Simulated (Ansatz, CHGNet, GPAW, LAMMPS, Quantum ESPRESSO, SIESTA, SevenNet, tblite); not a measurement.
**tblite runs on glassy 40SiO2-28Al2O3-16Li2O-16SrO (mol %) (85 atoms)**

Wanted: tblite inputs and outputs for glassy 40SiO2-28Al2O3-16Li2O-16SrO (mol %) (85 atoms), checked against a plane-wave reference.

Program: tblite 0.8.0. Level of theory: the method is named at each step. Results are calculated unless marked as measured.

**1. The starting structure**

The cell holds 85 atoms: 10 Si, 14 Al, 8 Li, 4 Sr and 49 O. Cell: a = 9.957 Å, b = 9.957 Å, c = 9.957 Å, α = 90.0°, β = 90.0°, γ = 90.0°. 85 atoms (10 Si, 14 Al, 8 Li, 4 Sr, 49 O) placed at random at 3.11 g/cm³, melted at 4000 K for 10 ps at fixed volume with the Morse and Coulomb pair potential with partial charges (Pedone, Malavasi, Menziani, Cormack and Segre, J. Phys. Chem. B 110, 11780 (2006)). Quenched from 4000 K to 300 K at 6 K/ps and fixed volume, held 5 ps, then minimised at fixed cell.

The yardstick, on the same geometry:

```
method                                           : Kohn-Sham DFT, PBE, PAW, plane waves (Ansatz 0.2.0); cutoff 420 eV, Γ point, fermi-dirac smearing of 0.05 eV; PAW set soft_2
r.m.s. force component                           : 0.7504 eV/Å
longest force                                    : 2.869 eV/Å
pressure                                         : 7.415 GPa
gap (highest filled to lowest empty level) : 3.642 eV
SCF cycles                                       : 9
time                                             : 14 s on 4 threads of Arm Neoverse V1, shared host
CPU time                                         : 50 s
```

**2. GFN1-xTB**

Method: GFN1-xTB tight binding, diagonalisation.

run.py

```python
import numpy as np
from ase.io import read
from tblite.ase import TBLite

atoms = read("structure.xyz")
atoms.calc = TBLite(method="GFN1-xTB", electronic_temperature=580, accuracy=1.0, max_iterations=250, mixer_damping=0.4, verbosity=1)
energy = atoms.get_potential_energy()
forces = atoms.get_forces()
print(f"energy {energy:.6f} eV")
print("forces (eV/A)")
for i, (a, f) in enumerate(zip(atoms, forces)):
    print(f"{i:4d} {a.symbol:2s} {f[0]:10.5f} {f[1]:10.5f} {f[2]:10.5f}")
stress = -atoms.get_stress(voigt=False) * 160.21766
print("stress (GPa, compression positive)")
for row in stress:
    print(" ".join(f"{x:10.4f}" for x in row))
print("charges (e)")
print(np.array2string(atoms.get_charges(), precision=4, suppress_small=True, max_line_width=110, threshold=100000))
```

structure.xyz

```xyz
85
Lattice="9.95650 0.00000 0.00000 0.00000 9.95650 0.00000 0.00000 0.00000 9.95650" Properties=species:S:1:pos:R:3 pbc="T T T"
Si 0.44077 9.13310 2.05413
Si 9.64954 6.20409 8.09165
Si 3.48398 2.33739 2.91447
Si 2.94234 1.64252 0.03624
Si 5.66246 9.04598 1.20344
Si 6.65383 4.54664 2.00414
Si 7.34999 8.45227 5.83053
Si 2.41495 5.33479 2.21443
Si 2.64773 9.28991 7.84064
Si 5.26161 5.44591 4.77952
Al 0.31921 2.91526 6.07426
Al 8.32473 7.08863 0.82987
Al 4.81466 8.64374 4.38793
Al 3.34538 2.88211 5.76909
Al 5.31368 0.40792 6.83862
Al 6.76942 5.92760 7.45523
Al 1.80004 0.40174 4.81387
Al 8.02852 3.39218 8.31895
Al 8.54377 0.98579 4.98323
Al 1.97477 3.89638 8.37332
Al 5.01489 4.34571 9.09516
Al 2.82406 7.69976 0.28177
Al 6.16168 1.75613 9.47042
Al 6.66140 1.90318 3.49941
Li 8.02653 1.08167 1.40705
Li 7.90297 4.07918 5.23154
Li 5.46761 8.02753 8.48334
Li 7.56694 8.64105 2.96963
Li 5.14532 6.45689 0.56951
Li 2.49540 8.12321 3.25130
Li 5.92242 3.10274 6.31999
Li 0.22681 8.62193 5.79757
Sr 2.50645 6.25149 6.28484
Sr 9.82149 2.98396 1.43672
Sr 9.61907 6.20698 3.80816
Sr 9.06290 0.14009 8.58718
O 1.70993 9.68479 6.60196
O 9.90443 0.42196 1.22176
O 0.20879 1.49547 5.07642
O 6.01691 9.40342 5.48085
O 6.85814 8.05132 0.74953
O 7.36313 3.21525 2.56101
O 5.62423 6.02309 8.68605
O 8.47338 9.57775 6.04399
O 7.84333 0.60396 3.39158
O 4.77992 6.95870 4.95844
O 8.28301 5.17658 8.01090
O 1.92011 3.11907 6.73657
O 3.54242 4.49138 8.28072
O 7.68164 7.59283 4.59403
O 4.16182 9.17063 7.39001
O 6.28882 3.46387 8.20077
O 3.08363 3.85834 2.49629
O 6.41089 5.17419 5.91147
O 7.77672 5.57843 1.49945
O 9.19911 2.59895 7.39419
[... 25 atom lines left out ...]
O 4.13802 4.34810 5.23563
O 1.86226 2.78782 9.66935
O 0.91719 5.12650 1.77654
O 7.03586 7.61881 7.11810
```

Started as:

```sh
OMP_NUM_THREADS=1 python run.py > output.txt
```

Output:

```text
------------------------------------------------------------
  cycle        total energy    energy error   density error
------------------------------------------------------------
      1     -191.2106768611  -1.9209276E+02   1.0612113E+00
      2      10355.55368240   1.0546764E+04   4.6562288E+00
      3      8466.693197974  -1.8888605E+03   2.8210207E+00
      4      1059.498348691  -7.4071948E+03   1.3607945E+00
      5      4057.927204681   2.9984289E+03   1.9571229E+00
      6     -244.8303979988  -4.3027576E+03   4.0005357E-01
      7      123.0229550057   3.6785335E+02   7.7077805E-01
      8     -136.1083329107  -2.5913129E+02   5.3480685E-01
      9      49.17085536283   1.8527919E+02   6.5377952E-01
     10     -71.19265986472  -1.2036352E+02   5.2413567E-01
     11     -196.8390801070  -1.2564642E+02   3.5816398E-01
     12     -238.2157991636  -4.1376719E+01   2.5647507E-01
     13     -261.0112555507  -2.2795456E+01   1.7096091E-01
     14     -281.9643631156  -2.0953108E+01   1.8100725E-02
     15     -280.4231380091   1.5412251E+00   4.3868972E-02
     16     -282.0256595444  -1.6025215E+00   2.0094103E-02
     17     -282.0631208255  -3.7461281E-02   1.5384114E-02
     18     -282.0757043125  -1.2583487E-02   6.1438224E-03
     19     -282.0698301853   5.8741272E-03   2.7147749E-03
     20     -282.0686232173   1.2069680E-03   3.0528426E-03
     21     -282.0738031341  -5.1799169E-03   2.5038282E-03
     22     -282.0723539859   1.4491482E-03   2.3479023E-03
     23     -282.0722544862   9.9499733E-05   2.2100242E-03
     24     -282.0752451124  -2.9906262E-03   1.2448577E-03
     25     -282.0763217273  -1.0766149E-03   6.7090491E-04
     26     -282.0767056045  -3.8387726E-04   2.8347730E-04
     27     -282.0767903557  -8.4751175E-05   6.5292431E-05
     28     -282.0767893830   9.7269373E-07   5.8774462E-05
     29     -282.0767894812  -9.8188366E-08   3.2617229E-05
     30     -282.0767902892  -8.0797702E-07   1.7430983E-05
------------------------------------------------------------
 total:                                   7.152 sec
energy -7675.700429 eV
forces (eV/A)
   0 Si    0.23526   -0.03061    0.14019
   1 Si   -1.06822   -0.27982   -0.51022
   2 Si   -0.50124    0.42507   -0.05501
   3 Si    0.42846    0.30352    0.32820
   4 Si   -0.05428   -0.29298   -0.04542
   5 Si   -0.13413    0.06364    0.21764
   6 Si   -0.53108    1.03081   -0.38428
   7 Si    0.21266    0.08528    0.62684
   8 Si   -0.59351   -0.49748   -0.02395
   9 Si   -0.47452   -0.59229    0.83197
  10 Al    0.04282    0.28327   -0.00976
  11 Al    0.14976    0.19317    0.21801
  12 Al    0.76516   -0.07743    0.50815
  13 Al   -0.22701    0.03383   -0.67350
  14 Al    0.28100   -0.57494   -0.17623
  15 Al    0.43347   -0.25667   -0.39139
  16 Al    0.41721    0.25244   -0.15974
  17 Al   -0.34346    0.26158    0.55380
  18 Al   -1.11557   -0.07084   -0.18927
  19 Al    0.00892   -0.64256   -0.25519
  20 Al    0.91697   -0.39700    0.04870
  21 Al    0.18791    0.32517    0.13965
  22 Al   -0.03076    0.16348   -0.23926
  23 Al    0.66263    0.13329    0.41218
[...]
77 O     1.85732   -0.57401    0.35800
  78 O    -1.05700   -1.60330    0.40438
  79 O     0.28998   -0.11595    2.68217
  80 O     2.31247   -1.37400    0.64717
  81 O    -1.74859   -0.46241    0.76528
  82 O    -2.90677    1.38549    0.31538
  83 O    -4.37915   -1.23476   -0.68763
  84 O    -0.67043   -1.25955    3.45571
stress (GPa, compression positive)
  -14.9463     0.9789     0.4900
    0.9789   -15.9053     0.9363
    0.4900     0.9363   -16.4348
charges (e)
[ 0.8602  0.8959  0.9429  0.9352  0.8841  0.8919  0.9005  0.8678  0.8894  0.8998  1.0511  0.9964  1.0745
  1.0964  1.1174  1.0837  1.0697  1.0563  1.0679  1.0719  1.1157  1.0566  1.1057  1.0806  0.8961  0.9318
  0.9827  0.9985  1.0163  0.975   1.0321  0.8556  1.3477  1.3322  1.3201  1.344  -0.7488 -0.8536 -0.8258
 -0.6574 -0.7835 -0.7563 -0.9462 -0.7693 -0.9341 -0.7052 -0.6726 -0.7895 -0.8534 -0.8266 -0.7049 -0.8714
 -0.5065 -0.7624 -0.7269 -0.8865 -0.7784 -0.6855 -0.6314 -0.8372 -0.6114 -0.5039 -0.8359 -0.7239 -1.0446
 -0.8919 -0.7194 -0.6973 -0.699  -0.9454 -0.7055 -0.654  -0.9589 -0.8751 -0.8917 -0.5275 -0.7281 -0.6034
 -0.4946 -0.7772 -0.682  -0.7164 -0.6973 -0.8331 -0.7123]
```

The job ended after 7.9 s (1 thread of Arm Neoverse V1, shared host; peak memory 0.12 GiB).

Banners, paths, timers and routine set-up lines are dropped from the logs unmarked, and long logs keep their key lines alone; longer cuts are marked.

Numbers from this run, and their distance from the reference:

```yaml
r_m_s_force_component: 1.22 eV/Å
r_m_s_difference_of_force_components: 689.3 meV/Å
longest_difference_of_force_vectors: 2499 meV/Å
force_difference_over_r_m_s_force: 91.85 %
slope_of_forces_against_the_reference_s: 1.4
correlation_of_force_components: 0.861
pressure: -15.76 GPa
pressure_difference: -23.18 GPa
```

Length of the force difference by element (eV/Å):

```csv
element,atoms,mean,most
Al,14,0.67,0.99
Li,8,0.43,1.2
O,49,1.3,2.5
Si,10,0.88,1.6
Sr,4,0.90,1.3
```

A closer look about Sr34, one of the 4 Sr atoms: 9 atoms, nearest first, numbered in the order of the input, with positions taken from that point.

```csv
atom,x,y,z,distance (Å),bonds,Mulliken charge (e),Fx,Fy,Fz (eV/Å)
Sr34,0.00,0.00,0.00,0.00,5,1.33,1.52,1.32,-0.40
O84,1.05,2.14,0.34,2.41,3,-0.83,-4.38,-1.23,-0.69
O38,0.08,-2.56,-0.21,2.57,4,-0.85,-1.82,3.47,-1.97
O73,-1.93,-0.57,-1.62,2.58,5,-0.96,1.61,-1.15,1.31
Li25,-1.79,-1.90,-0.03,2.62,5,0.90,-1.42,-1.40,0.27
O83,2.00,-0.20,-1.72,2.65,3,-0.70,-2.91,1.39,0.32
O42,-2.46,0.23,1.12,2.71,4,-0.76,2.29,-1.79,0.43
O55,-2.04,2.59,0.06,3.30,3,-0.73,2.30,1.59,-0.11
O79,3.13,-1.54,0.21,3.49,2,-0.49,-1.06,-1.60,0.40
```

Atoms are counted from 1 here, from 0 in the log.

Forces lie 92 % from the reference's, at 0.16 times its CPU time (on 1 against 4 cores).

**3. What came out**

```
force difference from the reference : tblite GFN1-xTB, 92 %
its CPU time                        : 7.9 s
```

In words: Tight binding differs by 92 % (tblite GFN1-xTB); it is another model, with fitted parameters of its own, and the xTB methods hold dispersion. One electronic-structure run takes under half the reference's CPU time: tblite GFN1-xTB, at 92 % in 7.9 s against 50 s, too far off to be of use; its pressure misses by -23.2 GPa. Periodic xTB results under one method name differ between programs and library versions. The quench rate of 6 K/ps is many orders above laboratory rates, so the cell is likely richer in defects and strain than a real sample. The network of bonds at the start is that of the classical potential that made the cell, and needn't be the one that DFT or experiment would give. The reference's pressure of 7.4 GPa belongs to a cell and atoms that aren't relaxed at this level. The electronic-structure runs sample only Γ, in a cell whose shortest periodic width is 10 Å.

[Also dropped from logs without a mark: logging warnings of Python, and SIESTA's first energy breakdown and zero terms.]

[Logs are printed without paths, hosts, clocks, repeated set-up lines and the standing remarks that a program may print on its own settings, such as how far it seeks lower states.]

[Hosts, paths, dates, database ids (printed as entryN), source tags and the programs' standing remarks are cut or masked in the printed files.]
